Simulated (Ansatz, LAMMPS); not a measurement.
## Convergence of a linear-scaling basis for glassy nearly rigid 74SiO2-26CaO (mol %) at 1800 K (126 atoms)

Wanted: errors and times of a linear-scaling basis for glassy nearly rigid 74SiO2-26CaO (mol %) at 1800 K (126 atoms). A setting counts as converged where the r.m.s. difference of forces stays under 1 % of the r.m.s. force.

Main program and level: Ansatz 0.2.0; Kohn-Sham DFT, PBE, PAW (set soft_2), plane waves.

This is a report of a sequence of runs, with most program output left out.

## 1. Set-up

The cell holds 126 atoms: 34 Si, 12 Ca and 80 O. Its edges and angles: a = 12.239 Å, b = 12.239 Å, c = 12.239 Å, α = 90.0°, β = 90.0°, γ = 90.0°. 126 atoms (34 Si, 12 Ca, 80 O) placed at random at 2.46 g/cm³, melted at 4000 K for 10 ps at fixed volume with the Morse and Coulomb pair potential with partial charges (Pedone, Malavasi, Menziani, Cormack and Segre, J. Phys. Chem. B 110, 11780 (2006)). Snapshot at the end of a hold of 10 ps at 1800 K and fixed volume.

Before any run, some limits are plain. The starting topology of bonds comes from the classical model, and needn't be the one that DFT or experiment would give. The Brillouin zone is sampled at Γ only, in a cell whose shortest periodic width is 12 Å.

## 2. Making the structure

A classical potential supplies the starting structure, since it reaches far longer times than DFT.

This step: classical MD, Morse and Coulomb pair potential with partial charges (Pedone, Malavasi, Menziani, Cormack and Segre, J. Phys. Chem. B 110, 11780 (2006)) (LAMMPS 22 Jul 2025 - Update 4).

in.lmp

```
# melt-quench of Si34Ca12O80
units metal
atom_style charge
boundary p p p
region box block 0 12.2387 0 12.2387 0 12.2387
create_box 3 box
mass 1 28.0850   # Si
mass 2 40.0780   # Ca
mass 3 15.9990   # O
create_atoms 1 random 34 739737 NULL overlap 1.5 maxtry 2000
create_atoms 2 random 12 739744 NULL overlap 1.5 maxtry 2000
create_atoms 3 random 80 739751 NULL overlap 1.5 maxtry 2000
pair_style hybrid/overlay pedone 5.5 coul/long 8.0
pair_coeff * * coul/long
pair_coeff 1 3 pedone 0.340554 2.006700 2.100000 1   # Si-O
pair_coeff 2 3 pedone 0.030211 2.241334 2.923245 5   # Ca-O
pair_coeff 3 3 pedone 0.042395 1.379316 3.618701 22   # O-O
set type 1 charge 2.4
set type 2 charge 1.2
set type 3 charge -1.2
kspace_style pppm 1.0e-4
neigh_modify delay 0 every 1 check yes
thermo_style custom step time temp pe press density
thermo_modify norm yes
timestep 0.002
thermo 100
min_style cg
minimize 1e-4 1e-4 200 2000
reset_timestep 0
velocity all create 4000 739738 mom yes dist gaussian
fix lim all nve/limit 0.05
fix lan all langevin 4000 4000 0.2 739739 zero yes
thermo 500
run 1000 post no
# [... 10 lines left out ...]
compute msd all msd com yes
thermo 1250
fix md all nvt temp 1800 1800 0.2
run 5000 post no
print "== T1800: mean square displacement over the hold $(c_msd[4]:%.2f) A^2"
unfix md
uncompute msd
write_dump all custom T1800.dump id type xs ys zs modify sort id
```

On the command line:

```sh
$ lmp -in in.lmp -log none -nocite
```

Run time: 9.1 s. Hardware: 1 thread of Arm Neoverse V2, shared host; peak memory 0.069 GiB.

## 3. Plane-wave single point

This run is the reference for what follows, at a cutoff of 420 eV.

input.yaml

```yaml
crystal:
  lattice:
    - [12.2387, 0.0, 0.0]
    - [0.0, 12.2387, 0.0]
    - [0.0, 0.0, 12.2387]
  atoms:
    - { symbol: Si, position: [0.84699, 0.82807, 0.14889] }
    - { symbol: Si, position: [0.15713, 0.57785, 0.13756] }
    - { symbol: Si, position: [0.50566, 0.53302, 0.95521] }
    - { symbol: Si, position: [0.26758, 0.8561, 0.47253] }
    - { symbol: Si, position: [0.30283, 0.7075, 0.28173] }
    - { symbol: Si, position: [0.11582, 0.17891, 0.07366] }
    - { symbol: Si, position: [0.46088, 0.67355, 0.73075] }
    - { symbol: Si, position: [0.22737, 0.32661, 0.2474] }
    - { symbol: Si, position: [0.97416, 0.95146, 0.61636] }
    - { symbol: Si, position: [0.07567, 0.04846, 0.41533] }
    - { symbol: Si, position: [0.79899, 0.07877, 0.77636] }
    - { symbol: Si, position: [0.55006, 0.74084, 0.06553] }
    - { symbol: Si, position: [0.85927, 0.85373, 0.88774] }
    - { symbol: Si, position: [0.61644, 0.04331, 0.41295] }
    - { symbol: Si, position: [0.20229, 0.51991, 0.44942] }
    - { symbol: Si, position: [0.42963, 0.03106, 0.85068] }
    - { symbol: Si, position: [0.65078, 0.9248, 0.92033] }
    - { symbol: Si, position: [0.18939, 0.05758, 0.74445] }
    - { symbol: Si, position: [0.90917, 0.61237, 0.24293] }
    - { symbol: Si, position: [0.99448, 0.39762, 0.49213] }
    - { symbol: Si, position: [0.77194, 0.51241, 0.57866] }
    - { symbol: Si, position: [0.6159, 0.82262, 0.29203] }
    - { symbol: Si, position: [0.7131, 0.46895, 0.21737] }
    - { symbol: Si, position: [0.44146, 0.49131, 0.53497] }
    - { symbol: Si, position: [0.57519, 0.13083, 0.05847] }
    - { symbol: Si, position: [0.20571, 0.72734, 0.71217] }
    - { symbol: Si, position: [0.60717, 0.59227, 0.39224] }
    - { symbol: Si, position: [0.7724, 0.11978, 0.24414] }
    - { symbol: Si, position: [0.13317, 0.89605, 0.89535] }
    - { symbol: Si, position: [0.67832, 0.3669, 0.99456] }
    - { symbol: Si, position: [0.99259, 0.99892, 0.19767] }
    - { symbol: Si, position: [0.90529, 0.2516, 0.91869] }
    [... 88 atom lines left out ...]
    - { symbol: O, position: [0.33859, 0.27354, 0.28194] }
    - { symbol: O, position: [0.3513, 0.92085, 0.16252] }
    - { symbol: O, position: [0.82602, 0.58796, 0.66812] }
    - { symbol: O, position: [0.18713, 0.37713, 0.78755] }
    - { symbol: O, position: [0.17804, 0.1377, 0.41033] }
    - { symbol: O, position: [0.70936, 0.57498, 0.48546] }
kpoints:
  mp_grid: { grid: [1, 1, 1] }
hamiltonian:
  xc: pbe
scf:
  occupations: { method: fixed }
output:
  forces: true
  stress: true
  populations: true
  dos:
    method: { smearing: { sigma: 0.1 } }
    de: 0.1
    projected: { site_lists: { Ca: [Ca], O: [O], Si: [Si] } }
  eigenvalues: true
  write_density: true
  write_potential: true
  volumetric_format: npy
```

On the command line:

```sh
$ ansatz run input.yaml --threads 8 --pin off --max-ram 15872MiB --backend cpu --events-out ev --progress --plain --runs-dir out
```

The job ended after 23 s (8 threads of Arm Neoverse V2, shared host; peak memory 2.7 GiB).

Numbers from this run:

* free energy: -88923.4348 eV
* free energy per atom: -705.7415 eV/atom
* SCF cycles: 11
* pressure: 4.546 GPa
* r.m.s. force component: 2.939 eV/Å
* longest force: 14.81 eV/Å
* Fermi energy: 5.43 eV
* gap (highest filled to lowest empty level): 0.9772 eV
* spilling of the projection: 0.0141

The r.m.s. force component of 2.9 eV/Å sets the scale for the differences below.

## 4. Support functions low

With localised support functions most steps grow linearly with size, though the diagonalisation grows faster unless the density matrix is cut; this run measures error and cost at this size.

This step: Kohn-Sham DFT, PBE, PAW (set soft_2), localised support functions (low) (Ansatz 0.2.0).

input.yaml, the sections that differ from step 3:

```yaml
scf:
  occupations: { method: fixed }
  eigensolver: { kind: { support_functions: { accuracy: low } } }
  max_iter: 150
output:
  forces: true
  eigenvalues: true
# crystal, kpoints, hamiltonian: as in step 3
```

Run time: 81 s. Hardware: 8 threads; peak memory 5.1 GiB; 11 min of CPU time.

The program notes that the band table was not solved further than the SCF left it and it switched symmetry off.

Keys that differ from the reference: support_functions.accuracy = "low" and scf.max_iter = 150.

Forces differ from the reference by 0.95 meV/Å r.m.s., 0.032 % of their size, well within a tolerance of 1 %; the energy by -4.7 meV/atom. It took 81 s and 14 cycles; the reference's time can't be set against it, since the two runs asked for unlike analyses.

## 5. Support functions medium

With localised support functions most steps grow linearly with size, though the diagonalisation grows faster unless the density matrix is cut; this run measures error and cost at this size. Besides, the program derives a nominal cutoff of 464 eV for this run, against the reference's 420.

This step: Kohn-Sham DFT, PBE, PAW (set soft_2), localised support functions (medium) (Ansatz 0.2.0).

input.yaml, the sections that differ from step 4:

```yaml
scf:
  occupations: { method: fixed }
  eigensolver: { kind: { support_functions: { accuracy: medium } } }
  max_iter: 150
# crystal, kpoints, hamiltonian, output: as in step 4
```

Elapsed: 91 s, on 8 threads; peak memory 5.1 GiB; 12 min of CPU time.

Keys that differ from the reference: support_functions.accuracy = "medium" and scf.max_iter = 150.

Forces differ from the reference by 0.85 meV/Å r.m.s., 0.029 % of their size, well within a tolerance of 1 %; the energy by -4.7 meV/atom. It took 91 s and 16 cycles; the reference's time can't be set against it, since the two runs asked for unlike analyses.

## 6. Support functions medium, radius 3.16 Å

The radius confines each support function; a larger one gives more freedom and more work per atom.

input.yaml, the sections that differ from step 5:

```yaml
scf:
  occupations: { method: fixed }
  eigensolver: { kind: { support_functions: { accuracy: medium, radius: 3.16 } } }
  max_iter: 150
# crystal, kpoints, hamiltonian, output: as in step 5
```

Run time: 2.7 s. Hardware: 8 threads; peak memory 0.35 GiB.

The program refuses radii under 3.53 Å for these atoms at this level.

## 7. Support functions medium, radius 3.6 Å

The radius confines each support function; a larger one gives more freedom and more work per atom. Besides, the program derives a nominal cutoff of 464 eV for this run, against the reference's 420.

input.yaml, the sections that differ from step 6:

```yaml
scf:
  occupations: { method: fixed }
  eigensolver: { kind: { support_functions: { accuracy: medium, radius: 3.6 } } }
  max_iter: 150
# crystal, kpoints, hamiltonian, output: as in step 6
```

Wall time 85 s (8 threads); peak memory 4.9 GiB.

Keys that differ from the reference: support_functions.accuracy = "medium", support_functions.radius = 3.6 and scf.max_iter = 150.

Forces differ from the reference by 0.92 meV/Å r.m.s., 0.031 % of their size, well within a tolerance of 1 %; the energy by -4.7 meV/atom. It took 85 s and 16 cycles; the reference's time can't be set against it, since the two runs asked for unlike analyses.

## 8. Support functions medium, radius 3.86 Å

input.yaml, the sections that differ from step 7:

```yaml
scf:
  occupations: { method: fixed }
  eigensolver: { kind: { support_functions: { accuracy: medium, radius: 3.86 } } }
  max_iter: 150
# crystal, kpoints, hamiltonian, output: as in step 7
```

The job ended after 97 s (8 threads; peak memory 5.4 GiB).

Keys that differ from the reference: support_functions.accuracy = "medium", support_functions.radius = 3.86 and scf.max_iter = 150.

Forces differ from the reference by 0.78 meV/Å r.m.s., 0.027 % of their size, well within a tolerance of 1 %; the energy by -4.7 meV/atom. It took 97 s and 16 cycles; the reference's time can't be set against it, since the two runs asked for unlike analyses.

## 9. All settings compared

Differences are against the plane-wave reference (Kohn-Sham DFT, PBE, PAW (set soft_2), plane waves), whose r.m.s. force component is 2.94 eV/Å. Energies are set beside the reference only for runs with its functional, potentials and electron count. Times are for 8 threads of Arm Neoverse V2, shared host. The reference's time includes the DOS, the stress and grids, which some other runs skip.

```tsv
run	Δ force, r.m.s. (meV/Å)	share of r.m.s. force (%)	Δ energy (meV/atom)	Δ gap (eV)	cycles	time	host memory (GiB)
reference	-	-	-	-	11	23 s	2.7
support functions low	0.946	0.0322	-4.74	0	14	81 s	5.1
support functions medium	0.847	0.0288	-4.74	-0.0015	16	91 s	5.1
support functions medium, radius 3.6 Å	0.922	0.0314	-4.74	-0.0017	16	85 s	4.9
support functions medium, radius 3.86 Å	0.781	0.0266	-4.74	-0.001	16	97 s	5.4
```

## 10. What the reference run shows

The comparisons rest on this run, so its electronic structure is set out here.

Neighbours are counted within 2.16 Å (O-Si), 2.88 Å (O-Ca).

Length of the force by element and coordination:

```tsv
element	coordination	atoms	mean length of the force (eV/Å)	spread	least	most
Ca	all	12	1.91	0.808	0.546	3.03
Ca	3	1	0.546	0	0.546	0.546
Ca	4	6	2.38	0.648	1.28	3.03
Ca	5	4	1.60	0.645	0.580	2.36
Ca	6	1	1.64	0	1.64	1.64
O	all	80	3.61	2.57	0.692	12.2
O	1	2	4.50	3.40	1.10	7.91
O	2	49	3.60	2.31	0.716	9.95
O	3	27	3.51	2.97	0.692	12.2
O	4	2	4.27	1.20	3.08	5.47
Si	all	34	6.32	2.90	1.21	14.8
```

Löwdin charges by element and coordination (they lack the spilled electrons, 0.082 e an atom on average):

```tsv
element	coordination	atoms	mean charge (e)	spread	least	most
Ca	all	12	1.78	0.0194	1.75	1.82
Ca	3	1	1.82	0	1.82	1.82
Ca	4	6	1.77	0.017	1.75	1.80
Ca	5	4	1.78	0.0093	1.76	1.79
Ca	6	1	1.77	0	1.77	1.77
O	all	80	-0.864	0.0904	-1.05	-0.705
O	1	2	-0.955	0.0291	-0.984	-0.926
O	2	49	-0.830	0.069	-1.05	-0.753
O	3	27	-0.904	0.0942	-1.05	-0.705
O	4	2	-1.04	0.0031	-1.05	-1.04
Si	all	34	1.71	0.0554	1.60	1.85
```

States in the cell by windows of 1 eV, zero at the Fermi level; the larger projections on atomic orbitals stand beside the total:

```tsv
from (eV)	to (eV)	total	O p	Si p
-10	-9	23.0	16.6	2.9
-9	-8	26.7	19.9	4.4
-8	-7	37.2	28.9	5.8
-7	-6	52.8	43.6	5.2
-6	-5	69.8	60.9	4.0
-5	-4	86.4	78.5	3.2
-4	-3	68.5	64.0	1.8
-3	-2	52.8	49.5	1.4
-2	-1	23.5	22.4	0.4
-1	0	6.9	6.4	0.3
0	1	2.4	1.0	0.1
1	2	4.6	0.3	0.3
2	3	26.7	1.5	2.4
3	4	52.9	3.2	6.4
4	5	63.6	3.6	8.2
```

With fixed occupations the program's Fermi level is the highest filled level.

Between -26 and -10 eV lie 263 more states.

About 25 of the 736 electrons lie in deeper levels, below the stored range.

The levels nearest the highest filled one (over half full), pooled over k-points and spins:

```tsv
level less the highest filled one (eV)	occupation
-1.42	2
-1.25	2
-0.805	2
-0.665	2
-0.0939	2
0	2
0.977	0
1.63	0
1.91	0
2.14	0
2.22	0
2.32	0
```

Electrostatic potential energy in the bc plane at fractional x = 0.216, with atoms of Si and Ca and O within 0.2 Å of it. With pseudopotentials it is smooth inside the atoms' cores, unlike the true potential.

Ten even steps from '0' (-44 eV) to '9' (11 eV), each cell a mean:
```
9999982138999999999999999999412799
9999998789999999887778999999877889
9999999999999998741136899999887789
8889999999998898720005789987788889
7556899999973369852246887863379998
4002689999984479987788752245689998
4002677999999999999998610016899998
7657877999999999999998730037899999
9989999999999999999999876568999999
9999999999999999999999997213899999
9999999999999999988999998202788999
9999999999999998755789999866656899
9999999999999987200279999987324679
9998458999999776200378999998656569
9998558999995114755423899999889999
9999999999885125998411699999999999
9999999987435689999867888899999999
9999999973000589999999988899999999
9999999984001566899888744799999999
9999999987656510387667400499999999
9999999999999843686446744799999999
9999998999999999987667999999999999
9999998789999999999899999999867999
9999972138999999999999999998301699
```
Columns run along b (12.2 Å; values clipped at the 3rd and 97th percentile), rows up along c (12.2 Å). Atoms in or near the plane, at fractional coordinates: Si at (0.33, 0.25), Si at (0.52, 0.45), Si at (0.73, 0.71), Ca at (0.56, 0.85), O at (0.21, 0.99), O at (0.87, 0.00), O at (0.44, 0.17), O at (0.61, 0.36), O at (0.70, 0.18), O at (0.77, 0.57), O at (0.40, 0.37).

(Continued in part 2 of 2.)

[Logs are printed without paths, hosts, clocks, repeated set-up lines and the standing remarks that a program may print on its own settings, such as how far it seeks lower states.]

[Hosts, paths, dates, database ids (printed as entryN), source tags and the programs' standing remarks are cut or masked in the printed files.]
